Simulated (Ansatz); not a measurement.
# Is SiWAu in the AlB2 type a stable metal?, part 3 of 3

Question: is the lattice of SiWAu in the AlB2 type stable, and if so, what are its coupling constant and resistivity?

Ansatz 0.2.0; DFT PBEsol, scalar-relativistic, plane waves, PAW; PAW set soft_1.

So far, lowest on path (cm⁻¹): step 5 (phonons: q 2×2×2, k 4×4×6) -69.9; step 6 (k-mesh 6×6×9, q mesh 3×3×3) -72.9. The relaxed cell has a = 4.359, c = 2.742 Å (conventional setting).

The structure was built from a prototype and need not be the compound's stable phase.

## 7. Phonons by linear response: Fermi–Dirac smearing of 0.3 eV

The phonons are repeated on the same meshes with a wide Fermi–Dirac smearing, to see whether the soft mode comes from sharp features of the Fermi surface.

input.yaml reads:

```yaml
crystal:
  lattice:
    - [4.3590189656, 0.0, 0.0]
    - [-2.1795094828, 3.7750211598, 0.0]
    - [0.0, 0.0, 2.7423848721]
  atoms:
    - { symbol: W, position: [0.0, 0.0, 0.0] }
    - { symbol: Si, position: [0.3333333333, 0.6666666667, 0.5] }
    - { symbol: Au, position: [0.6666666667, 0.3333333333, 0.5] }
kpoints:
  mp_grid: { grid: [6, 6, 9] }
hamiltonian:
  xc: pbesol
  pseudopotentials: { kind: paw, azcp: { folder: soft_1 }, xc_functional: pbe }
scf:
  occupations: { method: fermi_dirac, width: 0.3 }
output:
  eigenvalues: true
phonons:
  method: dfpt
  qmesh: [3, 3, 3]
  temperatures: { t_max: 1000, t_step: 50 }
  qpath:
    path:
      - [[0.0, 0.0, 0.0], [0.5, 0.0, 0.0], [0.33333333, 0.33333333, 0.0], [0.0, 0.0, 0.0], [0.0, 0.0, 0.5], [0.5, 0.0, 0.5], [0.33333333, 0.33333333, 0.5], [0.0, 0.0, 0.5]]
      - [[0.5, 0.0, 0.5], [0.5, 0.0, 0.0]]
      - [[0.33333333, 0.33333333, 0.5], [0.33333333, 0.33333333, 0.0]]
    npoints: 10
```

Started as:

```
> ansatz run input.yaml --threads 4 --pin off --max-ram 12288MiB --backend cpu --events-out ev --progress --plain --runs-dir out
```

Numbers of over 12 decimals in the logs are rounded to 6 here.

Output:

```text
band count auto-derived: 25 (N_el = 37.0; filled up to band 19; 23 by the electrons, moments and atoms)
[...]
Crystal: 3 atoms, lattice volume = 45.127 Å³
Basis set: ecut = 420 eV, 915 PW (Γ), exchange–correlation on 60×60×40 points (8 copies of the dense FFT grid, shifted against one another)
Bands: 25, of which v1, the nominal top of the filled ones, is band 19 counted from 1 (18 counted from 0)
Symmetry: 12 space group operations
k-points: 35 of 324 (time reversal used)
[...]
SCF iter   1: F=—  HF=-23891.464426 eV  |F-HF|=—  |Δ(HF+E_count)|=         —  Δρ=1.80e-1  dr2=2.79e1  ethr=3.10e-3  ⟨swp⟩=5.2  Hψ=3553  notcnv=0
[...]
SCF iter  10: F=-23887.299615 eV  HF=-23887.299615 eV  |F-HF|=0.00e0  |Δ(HF+E_count)|=  2.18e-11  Δρ=1.17e-7  dr2=7.53e-12  ethr=1.00e-12  ⟨swp⟩=5.1  Hψ=3583  notcnv=0
SCF 1 converged in 10 iterations: F = -23887.299615 eV  dr2 = 7.53e-12
[...]
SCF converged after 10 iterations
Free energy (F): -23887.299615 eV
[...]
Internal energy: -23886.722491 eV  (E = F + TS)
E sigma→0 (E₀):  -23887.011053 eV
Entropy (-TS):   -0.577125 eV (-192.375 meV/atom)
Fermi energy:    19.686554 eV
[...]
--- Band table (eV; the first three rows and the last of 35) ---
  k-point 0: bands = [... 15 lower, 16.0179, 16.0179, 19.0456, 21.6648, 21.6648, 22.1632, 22.1632, 25.1309, ... 2 higher]
  k-point 1: bands = [... 15 lower, 16.5430, 16.5430, 19.2303, 20.4817, 20.4817, 23.3042, 23.4658, 23.4658, ... 2 higher]
  k-point 2: bands = [... 15 lower, 17.3529, 17.3529, 19.4021, 19.4021, 19.7979, 21.0234, 24.3579, 24.3579, ... 2 higher]
  k-point 34: bands = [... 15 lower, 16.9372, 17.2406, 18.0839, 20.6682, 20.6893, 21.2128, 21.9744, 22.9081, ... 2 higher]
[...]
ASR residual: 1.727e-3 → 0.000e0 eV/Å²; symmetrization residual: 4.990e-6 eV/Å²
  ASR residual per site (eV/Å²): 1.73e-3 1.09e-4 6.14e-4
  Γ frequencies (cm⁻¹): 0.00 0.00 0.00 64.19 112.48 133.54 133.54 285.04 285.04
--- Phonons (arbitrary-q DFPT): 6 irreducible q on the 3×3×3 mesh ---
[...]
interpolated dispersion: 93 rows × 9 modes
[...]
```

Run time: 92 s. Hardware: 4 threads of Intel Xeon Platinum 8488C (Sapphire Rapids), shared host; peak memory 0.94 GiB.

This step gave:

```yaml
share_of_imaginary_modes_in_the_plain_interpolation_between_solved_wavevectors: 0.0367
highest_frequency_solved_or_plainly_interpolated: 298.9 cm⁻¹
```

Solved on the 3×3×3 mesh alone; all other wavevectors are interpolated. Phonon branches along the path, in cm⁻¹:

```tsv
point	branch 1	branch 2	branch 3	branch 4	branch 5	branch 6	branch 7	branch 8	branch 9
Γ	0	0	0	64	112	134	134	285	285
halfway	-46	45	62	67	105	134	134	288	290
M	-63	65	71	74	96	135	138	290	297
halfway	-49	68	69	73	92	113	156	289	298
K	-23	59	75	76	86	103	162	289	299
halfway	-43	50	60	69	103	125	143	288	292
Γ	0	0	0	64	112	134	134	285	285
halfway	65	65	106	124	124	130	148	283	283
A	102	102	103	103	131	167	196	281	281
halfway	83	91	99	109	140	177	186	287	289
L	72	77	95	112	144	178	183	292	296
halfway	57	87	95	117	141	177	181	292	296
H	51	82	104	121	138	177	179	291	297
halfway	73	95	96	113	141	178	183	288	291
A	102	102	103	103	131	167	196	281	281
jump to L	72	77	95	112	144	178	183	292	296
halfway	15	58	107	119	120	139	157	291	297
M	-63	65	71	74	96	135	138	290	297
jump to H	51	82	104	121	138	177	179	291	297
halfway	45	56	85	110	142	142	150	291	297
K	-23	59	75	76	86	103	162	289	299
```

The phonon branches as a text plot (rows in cm⁻¹):

```
    291 |*******************      *************  ****************
    276 |                   *******            **
    261 |
    246 |
    231 |
    216 |
    201 |                       **             **
    186 |                      *  *************  *
    171 |                     * ****  ****** ********    ***
    156 |       *****        ***                   ***      *****
    141 |*******     ****   **    ************** ***  *******
    126 | *    *     *** *********       ***    *   **** ******
    111 |***    ** ** ***** ***** ******* * **** ******       ***
     95 |   ***** ****     **  *********** ********  ******  ***
     80 |     ** ****     ** **    ********* **  *     ******* **
     65 |*****************            **    *    ****   *   *
     50 | ***        **   * *           ****       * *** ********
     35 | **          ** ***                        *         *
     20 |*             ***
      5 |*              *                                      *
    -10 |*              *
    -25 | *      **    *                                        *
    -40 |  *       ****                              **
    -55 |   *****                                      **
         Γ    M   K     Γ       A     L   H    A|L     M|H      K
```

Lowest modes at the softest wavevector of the mesh. Modes at q = (0.000, -0.333, 0.000), with each element's share of the kinetic energy (negative means imaginary):

```tsv
mode	frequency (cm⁻¹)	W %	Si %	Au %
1	-55.1	48	4	48
2	54.7	60	2	38
3	69.7	2	93	5
4	69.8	50	1	49
5	100.9	38	4	57
6	134.1	51	8	41
```

Displacements in mode 1 (-55.1 cm⁻¹), the largest set to 1, in the home cell (x, y, z of the real part, then of the imaginary part):
```
W1   1.00  0.00  0.00 -0.04  0.00  0.00
Si2  0.72  0.00  0.00 -0.03  0.00  0.00
Au3  0.96  0.00  0.00  0.07  0.00  0.00
```

Displacements in mode 2 (54.7 cm⁻¹), the largest set to 1, in the home cell (x, y, z of the real part, then of the imaginary part):
```
W1   0.00  0.00  0.97  0.00  0.00  0.25
Si2  0.00  0.00 -0.44  0.00  0.00  0.24
Au3  0.00  0.00  0.74  0.00  0.00 -0.19
```

Among the solved wavevectors the lowest mode, translations apart, is -55.1 cm⁻¹, imaginary.

Between step 6 and this run (occupations Fermi-Dirac and smearing width 0.3 eV) the value for the lowest on path moves from -72.9 cm⁻¹ to -62.7 cm⁻¹.

## 8. Outcome

```json
{"phonon run of the rows without a label of their own": "PBEsol, q 3×3×3, k 6×6×9", "softest mode on the q mesh": "-62.1 cm⁻¹ at q = (-0.333, 0.333, 0)", "highest frequency, solved or plainly interpolated": "298 cm⁻¹"}
```

What this shows: The lattice is dynamically unstable at this level: a mode at q = (-0.333, 0.333, 0) is imaginary, 62.1i cm⁻¹, so no harmonic coupling constant or resistivity is defined for this structure. These meshes are coarse, and single modes of a metal can move by tens of cm⁻¹ with the k mesh. The coarser mesh found an imaginary mode at another wavevector, which this mesh lacks. Spin–orbit coupling, left out here, matters for Au and W. The phonon runs are not spin-polarised. The PAW files were made for PBE; under other functionals the run regenerates their frozen core. The structure was built by hand as an ordered model, and its stability against other phases was not tested.

[Logs are printed without paths, hosts, clocks, repeated set-up lines and the standing remarks that a program may print on its own settings, such as how far it seeks lower states.]

[Hosts, paths, dates, database ids (printed as entryN), source tags and the programs' standing remarks are cut or masked in the printed files.]
